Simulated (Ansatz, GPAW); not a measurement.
# HgS (110), 5 units: work function by functional and basis, part 2 of 3

Aim: the work function of both faces of HgS (110), 5 units, and its spread over functionals and bases. Where a layer proves gapped, the work function hangs on where the smearing puts the Fermi level, and the band edges take its place.

GPAW 26.7.0 and Ansatz 0.2.0; Ansatz plane waves; layer without images along its normal, relaxation of atoms and in-plane cell; PAW set soft_1 (the session's first sound run).

So far. Step 2 (Relaxation): The relaxation lowered the energy of the cell by 0.952 eV.

### Step 3. Plane waves, PBE

With the geometry fixed, the planar mean of the potential gives the vacuum level on each side.

This step: GPAW, PAW setups; slab in vacuum (GPAW 26.7.0).

The cell differs from the one that the last finished run ended in (c 40.346 → 24.772 Å).

The input, run.py:

```python
import json
import numpy as np
from ase import Atoms
from gpaw import GPAW, PW

slab = Atoms(
    ['Hg', 'S', 'Hg', 'S', 'Hg', 'S', 'Hg', 'S', 'Hg', 'S'],
    positions=[
        [2.10495, 3.29654, 8.64229],
        [0.00000, 4.47944, 8.00000],
        [-0.00000, -0.12212, 10.13413],
        [2.10495, 1.39616, 10.30429],
        [2.10495, 2.97501, 12.38609],
        [0.00000, 4.47847, 12.38609],
        [-0.00000, -0.12212, 14.63804],
        [2.10495, 1.39616, 14.46788],
        [2.10495, 3.29654, 16.12988],
        [0.00000, 4.47944, 16.77217]],
    cell=[[4.2099, 0.0, -0.0], [0.0, 6.0126, 0.0], [-0.0, 0.0, 24.7722]],
    pbc=[True, True, False])

slab.calc = GPAW(mode=PW(400), xc='PBE', kpts={'size': (7, 5, 1), 'gamma': True},
                 occupations={'name': 'fermi-dirac', 'width': 0.05}, nbands='160%',
                 convergence={'density': 1e-05}, maxiter=200,
                 poissonsolver={'dipolelayer': 'xy'},
                 symmetry={'tolerance': 1e-3}, txt='slab.txt')
result = {}
energy = slab.get_potential_energy()
fermi = slab.calc.get_fermi_level()
v = slab.calc.get_electrostatic_potential().mean((0, 1)) - fermi
n = slab.calc.get_pseudo_density().mean((0, 1))
L = slab.cell[2, 2]
z = np.arange(len(v)) * L / len(v)
low, high = slab.positions[:, 2].min(), slab.positions[:, 2].max()
below, above = np.interp([low - 5.8, high + 5.8], z, v)
slopes = [np.interp(x, z, np.gradient(v, z)) for x in (low - 5.8, high + 5.8)]
eps = np.array([[slab.calc.get_eigenvalues(k, s) for k in range(len(slab.calc.get_ibz_k_points()))]
                for s in range(slab.calc.get_number_of_spins())]) - fermi
top, bottom = eps[eps < 0].max(), eps[eps > 0].min()
dipole = slab.get_dipole_moment()[2]
print(f'energy {energy:.4f} eV, Fermi level {fermi:.4f} eV, dipole {dipole:.5f} e A')
print(f'potential 5.8 A off the faces, from the Fermi level: lower {below:.4f} eV, upper {above:.4f} eV')
print(f'slope of the potential there: lower {slopes[0]:.5f}, upper {slopes[1]:.5f} eV/A')
print(f'nearest levels on the mesh: {top:.4f} and {bottom:.4f} eV')
print('magnetic moment', round(slab.get_magnetic_moment(), 3))
result.update(energy=energy, fermi=fermi, dipole=dipole, below=below, above=above, slopes=slopes, edges=[top, bottom],
              z=z.tolist(), v=v.tolist(), n=n.tolist(), positions=slab.positions.tolist(),
              forces=slab.get_forces(apply_constraint=False).tolist(), moments=slab.get_magnetic_moments().tolist())
json.dump(result, open('result.json', 'w'))
```

Started as:

```sh
$ OMP_NUM_THREADS=1 OPENBLAS_NUM_THREADS=1 python run.py
```

The program printed:

```text
energy -25.9146 eV, Fermi level -1.3706 eV, dipole -0.00091 e A
potential 5.8 A off the faces, from the Fermi level: lower 5.2972 eV, upper 5.3038 eV
slope of the potential there: lower -0.00004, upper 0.00003 eV/A
nearest levels on the mesh: -0.2808 and 0.2770 eV
magnetic moment 0.0
```

The job ended after 3.2 min (1 thread of Intel Xeon 6975P-C (Granite Rapids), shared host; peak memory 0.55 GiB).

Numbers from this step:

```yaml
dipole_along_the_normal: -9.08e-4 e·Å
levels_nearest_the_fermi_level_on_the_mesh: -0.2808, 0.2770 eV from the Fermi level
upper_work_function: 5.304 eV
lower_work_function: 5.297 eV
upper_ionisation_energy: 5.585 eV
```

The electrostatic potential energy of an electron (without an applied field's), less the Fermi level, planar mean oscillates, so the rows of the table below give means over windows of 2.06 Å about each position, cut where the curve ends. Its maxima inside the range that stand out by 2 % of the span (Å: eV): 9.3: -1.32, 11.4: 2.00, 13.4: 2.00, 15.5: -1.32. Its minima: 8.2: -7.18, 10.2: -11.7, 12.4: -11.7, 14.6: -11.7, 16.6: -7.18.

The electrostatic potential energy of an electron (without an applied field's), less the Fermi level, planar mean by z; means over each step:

```
z (Å)  electrostatic potential energy of an electron (without an applied field's), less the Fermi level, planar mean (eV)
 1.03                                                                                                                5.30
 3.09                                                                                                                5.30
 5.15                                                                                                                5.28
 7.21                                                                                                                1.19
 9.27                                                                                                               -5.42
11.33                                                                                                               -3.28
13.39                                                                                                               -3.29
15.45                                                                                                               -5.52
17.51                                                                                                               0.889
19.57                                                                                                                5.29
21.63                                                                                                                5.30
23.69                                                                                                                5.30
```

Pseudo valence density, planar mean against z:

z (Å), pseudo valence density, planar mean (e/Å³) and a bar:
```
      4.5      0.000 
      5.0      0.000 
      5.5      0.001 
      6.0      0.002 
      6.5      0.012 
      7.0      0.050 ##
      7.5      0.161 ######
      8.0      0.302 ###########
      8.5      0.791 #############################
      9.0      0.522 ###################
      9.5      0.333 ############
     10.0      0.816 ##############################
     10.5      0.554 ####################
     11.0      0.210 ########
     11.5      0.186 #######
     12.0      0.528 ###################
     12.5      0.808 ##############################
     13.0      0.303 ###########
     13.5      0.161 ######
     14.0      0.315 ############
     14.5      0.798 #############################
     15.0      0.574 #####################
     15.5      0.317 ############
     16.0      0.764 ############################
     16.5      0.547 ####################
     17.0      0.223 ########
     17.5      0.103 ####
     18.0      0.026 #
     18.5      0.006 
     19.0      0.001 
     19.5      0.000 
     20.0      0.000
```

Force by atom:

```
atom  x (eV/Å)  y (eV/Å)  z (eV/Å)    size
 Hg1    0.0000   -0.0155   -0.0141  0.0210
  S2    0.0000    0.0305   -0.0713  0.0775
 Hg3    0.0000    0.0013    0.0142  0.0143
  S4    0.0000   -0.0194    0.0136  0.0237
 Hg5    0.0000   -0.0152    0.0000  0.0152
  S6    0.0000    0.0212    0.0000  0.0212
 Hg7    0.0000    0.0013   -0.0142  0.0143
  S8    0.0000   -0.0194   -0.0136  0.0237
 Hg9    0.0000   -0.0155    0.0141  0.0210
 S10    0.0000    0.0305    0.0713  0.0775
```

The layer is gapped, so the Fermi level lies somewhere inside the gap, set by smearing and numerics, and these work functions are no property of the material; the band edges below the vacuum level are. The potential is flat to 3.6e-5 eV/Å where it is read, so the vacuum is wide enough. The geometry is the other program's minimum; here the largest force on a free atom is 0.078 eV/Å.

### Step 4. Self-consistent run: xc = "revPBE"

The same geometry under revPBE, to see how far the functional moves the levels against the vacuum.

Edit run.py of step 3 so:

```diff
@@ -21,3 +21,3 @@
 
-slab.calc = GPAW(mode=PW(400), xc='PBE', kpts={'size': (7, 5, 1), 'gamma': True},
+slab.calc = GPAW(mode=PW(400), xc='revPBE', kpts={'size': (7, 5, 1), 'gamma': True},
                  occupations={'name': 'fermi-dirac', 'width': 0.05}, nbands='160%',
```

The program printed:

```text
energy -22.9888 eV, Fermi level -1.2552 eV, dipole -0.00091 e A
potential 5.8 A off the faces, from the Fermi level: lower 5.1816 eV, upper 5.1882 eV
slope of the potential there: lower -0.00004, upper 0.00004 eV/A
nearest levels on the mesh: -0.3128 and 0.3088 eV
magnetic moment 0.0
```

Elapsed: 3.4 min, on 1 thread; peak memory 0.55 GiB.

This step gave:

- levels nearest the Fermi level on the mesh: -0.3128, 0.3088 eV from the Fermi level
- upper work function: 5.188 eV
- lower work function: 5.182 eV
- upper ionisation energy: 5.501 eV

Electrostatic potential energy of an electron (without an applied field's), less the Fermi level, planar mean against z:

z (Å), electrostatic potential energy of an electron (without an applied field's), less the Fermi level, planar mean (eV) and a bar from the least value:
```
      0.0        5.2 ##############################
      0.5        5.2 ##############################
      1.0        5.2 ##############################
      1.5        5.2 ##############################
      2.0        5.2 ##############################
      2.5        5.2 ##############################
      3.0        5.2 ##############################
      3.5        5.2 ##############################
      4.0        5.2 ##############################
      4.5        5.2 ##############################
      5.0        5.2 ##############################
      5.5        5.2 ##############################
      6.0        5.1 ##############################
      6.5        5.0 ##############################
      7.0        4.2 ############################
      7.5        0.8 ######################
      8.0       -6.5 #########
      8.5       -6.7 #########
      9.0       -3.2 ###############
      9.5       -2.0 #################
     10.0       -9.4 ####
     10.5       -8.4 ######
     11.0        0.5 ######################
     11.5        1.3 #######################
     12.0       -5.7 ###########
     12.5      -11.0 #
     13.0       -1.4 ##################
     13.5        1.9 ########################
     14.0       -2.6 ################
     14.5      -11.6 
     15.0       -5.4 ###########
     15.5       -1.5 ##################
     16.0       -5.3 ###########
     16.5       -7.2 ########
     17.0       -3.3 ###############
     17.5        2.9 ##########################
     18.0        4.7 #############################
     18.5        5.1 ##############################
     19.0        5.2 ##############################
     19.5        5.2 ##############################
     20.0        5.2 ##############################
     20.5        5.2 ##############################
     21.0        5.2 ##############################
     21.5        5.2 ##############################
     22.0        5.2 ##############################
     22.5        5.2 ##############################
     23.0        5.2 ##############################
     23.5        5.2 ##############################
     24.0        5.2 ##############################
     24.5        5.2 ##############################
```

The pseudo valence density, planar mean oscillates, so the rows of the table below give means over windows of 1 Å about each position, cut where the curve ends. Its maxima inside the range that stand out by 2 % of the span (Å: e/Å³): 8.7: 0.856, 10.1: 0.900, 12.4: 0.877, 14.7: 0.900, 16.1: 0.856. Its minima: 9.3: 0.307, 11.4: 0.157, 13.4: 0.157, 15.5: 0.307.

Pseudo valence density, planar mean against z; means over each step:

z (Å), pseudo valence density, planar mean (e/Å³) and a bar:
```
        4      0.000 
        5      0.000 
        6      0.004 
        7      0.065 ###
        8      0.378 #################
        9      0.552 #########################
       10      0.667 ##############################
       11      0.264 ############
       12      0.533 ########################
       13      0.387 #################
       14      0.381 #################
       15      0.584 ##########################
       16      0.633 ############################
       17      0.254 ###########
       18      0.036 ##
       19      0.002 
       20      0.000 
       21      0.000
```

Force by atom:

```
atom  x (eV/Å)  y (eV/Å)  z (eV/Å)   size
 Hg1     0.000    -0.065    -0.086  0.108
  S2     0.000     0.081    -0.230  0.244
 Hg3     0.000     0.009     0.006  0.011
  S4     0.000    -0.031     0.011  0.033
 Hg5     0.000    -0.021     0.000  0.021
  S6     0.000     0.033     0.000  0.033
 Hg7     0.000     0.009    -0.006  0.011
  S8     0.000    -0.031    -0.011  0.033
 Hg9     0.000    -0.065     0.086  0.108
 S10     0.000     0.081     0.230  0.244
```

The highest filled level lies 0.313 eV under the Fermi level, so the ionisation energy from the upper face is 5.188 + 0.313 = 5.501 eV, against 5.585 eV in the base run.

### Step 5. Self-consistent run: xc = "LDA"

The same geometry under LDA, to see how far the functional moves the levels against the vacuum.

Edit run.py of step 4 so:

```diff
@@ -21,3 +21,3 @@
 
-slab.calc = GPAW(mode=PW(400), xc='revPBE', kpts={'size': (7, 5, 1), 'gamma': True},
+slab.calc = GPAW(mode=PW(400), xc='LDA', kpts={'size': (7, 5, 1), 'gamma': True},
                  occupations={'name': 'fermi-dirac', 'width': 0.05}, nbands='160%',
```

The program printed:

```text
energy -32.2471 eV, Fermi level -1.6774 eV, dipole -0.00091 e A
potential 5.8 A off the faces, from the Fermi level: lower 5.5757 eV, upper 5.5823 eV
slope of the potential there: lower -0.00004, upper 0.00003 eV/A
nearest levels on the mesh: -0.2183 and 0.2150 eV
magnetic moment 0.0
```

Elapsed: 3.2 min, on 1 thread; peak memory 0.55 GiB.

Numbers from this step:

```
dipole along the normal                    : -9.10e-4 e·Å
levels nearest the Fermi level on the mesh : -0.2183, 0.2150 eV from the Fermi level
upper work function                        : 5.582 eV
lower work function                        : 5.576 eV
upper ionisation energy                    : 5.801 eV
```

The electrostatic potential energy of an electron (without an applied field's), less the Fermi level, planar mean oscillates, so the rows of the table below give means over windows of 2.06 Å about each position, cut where the curve ends. Its maxima inside the range that stand out by 2 % of the span (Å: eV): 9.3: -0.952, 11.4: 2.38, 13.4: 2.38, 15.5: -0.948. Its minima: 8.2: -6.86, 10.2: -11.3, 12.4: -11.3, 14.6: -11.3, 16.6: -6.86.

The electrostatic potential energy of an electron (without an applied field's), less the Fermi level, planar mean by z; means over each step:

```
z (Å)  electrostatic potential energy of an electron (without an applied field's), less the Fermi level, planar mean (eV)
 1.03                                                                                                                5.58
 3.09                                                                                                                5.58
 5.15                                                                                                                5.56
 7.21                                                                                                                1.49
 9.27                                                                                                               -5.07
11.33                                                                                                               -2.92
13.39                                                                                                               -2.93
15.45                                                                                                               -5.17
17.51                                                                                                                1.18
19.57                                                                                                                5.57
21.63                                                                                                                5.58
23.69                                                                                                                5.58
```

The highest filled level lies 0.218 eV under the Fermi level, so the ionisation energy from the upper face is 5.582 + 0.218 = 5.801 eV, against 5.585 eV in the base run.

### Step 6. Self-consistent run: xc = "vdW-DF2"

The same geometry under vdW-DF2, to see how far the functional moves the levels against the vacuum (the van der Waals functionals take revPBE setups).

Edit run.py of step 5 so:

```diff
@@ -21,3 +21,3 @@
 
-slab.calc = GPAW(mode=PW(400), xc='LDA', kpts={'size': (7, 5, 1), 'gamma': True},
+slab.calc = GPAW(mode=PW(400), xc='vdW-DF2', kpts={'size': (7, 5, 1), 'gamma': True},
                  occupations={'name': 'fermi-dirac', 'width': 0.05}, nbands='160%',
```

The program printed:

```text
energy -977.8884 eV, Fermi level -1.6529 eV, dipole -0.00091 e A
potential 5.8 A off the faces, from the Fermi level: lower 5.7085 eV, upper 5.7151 eV
slope of the potential there: lower -0.00004, upper 0.00004 eV/A
nearest levels on the mesh: -0.2211 and 0.2163 eV
magnetic moment 0.0
```

It took 3.1 min on 1 thread; peak memory 0.87 GiB.

Numbers from this step:

| Item | Value |
| --- | --- |
| dipole along the normal | -9.06e-4 e·Å |
| levels nearest the Fermi level on the mesh | -0.2211, 0.2163 eV from the Fermi level |
| upper work function | 5.715 eV |
| lower work function | 5.708 eV |
| upper ionisation energy | 5.936 eV |

The highest filled level lies 0.221 eV under the Fermi level, so the ionisation energy from the upper face is 5.715 + 0.221 = 5.936 eV, against 5.585 eV in the base run.

### Step 7. Real-space grid: mode = "fd"

A real-space grid is a second complete basis, so it checks the plane-wave result.

Edit run.py of step 6 so:

```diff
@@ -3,3 +3,3 @@
 from ase import Atoms
-from gpaw import GPAW, PW
+from gpaw import GPAW
 
@@ -21,3 +21,3 @@
 
-slab.calc = GPAW(mode=PW(400), xc='vdW-DF2', kpts={'size': (7, 5, 1), 'gamma': True},
+slab.calc = GPAW(mode='fd', h=0.18, xc='PBE', kpts={'size': (7, 5, 1), 'gamma': True},
                  occupations={'name': 'fermi-dirac', 'width': 0.05}, nbands='160%',
```

The program printed:

```text
energy -26.2402 eV, Fermi level -5.2987 eV, dipole -0.00093 e A
potential 5.8 A off the faces, from the Fermi level: lower 5.2953 eV, upper 5.3020 eV
slope of the potential there: lower -0.00000, upper 0.00000 eV/A
nearest levels on the mesh: -0.2803 and 0.2765 eV
magnetic moment 0.0
```

It took 23 min on 1 thread; peak memory 3 GiB.

This step gave:

| Item | Value |
| --- | --- |
| dipole along the normal | -9.30e-4 e·Å |
| levels nearest the Fermi level on the mesh | -0.2803, 0.2765 eV from the Fermi level |
| upper work function | 5.302 eV |
| lower work function | 5.295 eV |
| upper ionisation energy | 5.582 eV |

The highest filled level lies 0.280 eV under the Fermi level, so the ionisation energy from the upper face is 5.302 + 0.280 = 5.582 eV, against 5.585 eV in the base run.

### Step 8. The ladder

Times are for 1 thread of Intel Xeon 6975P-C (Granite Rapids), shared host. Results by setting:

```
no.      run  upper ionisation energy (eV)     time  memory (GiB)
  1       pw                         5.585  3.2 min          0.55
  2   revPBE                         5.501  3.4 min          0.55
  3      LDA                         5.801  3.2 min          0.55
  4  vdW DF2                         5.936  3.1 min          0.87
  5       fd                         5.582   23 min           3.0
```

(Continued in part 3 of 3.)

[Logs are printed without paths, hosts, clocks, repeated set-up lines and the standing remarks that a program may print on its own settings, such as how far it seeks lower states.]

[Hosts, paths, dates, database ids (printed as entryN), source tags and the programs' standing remarks are cut or masked in the printed files.]
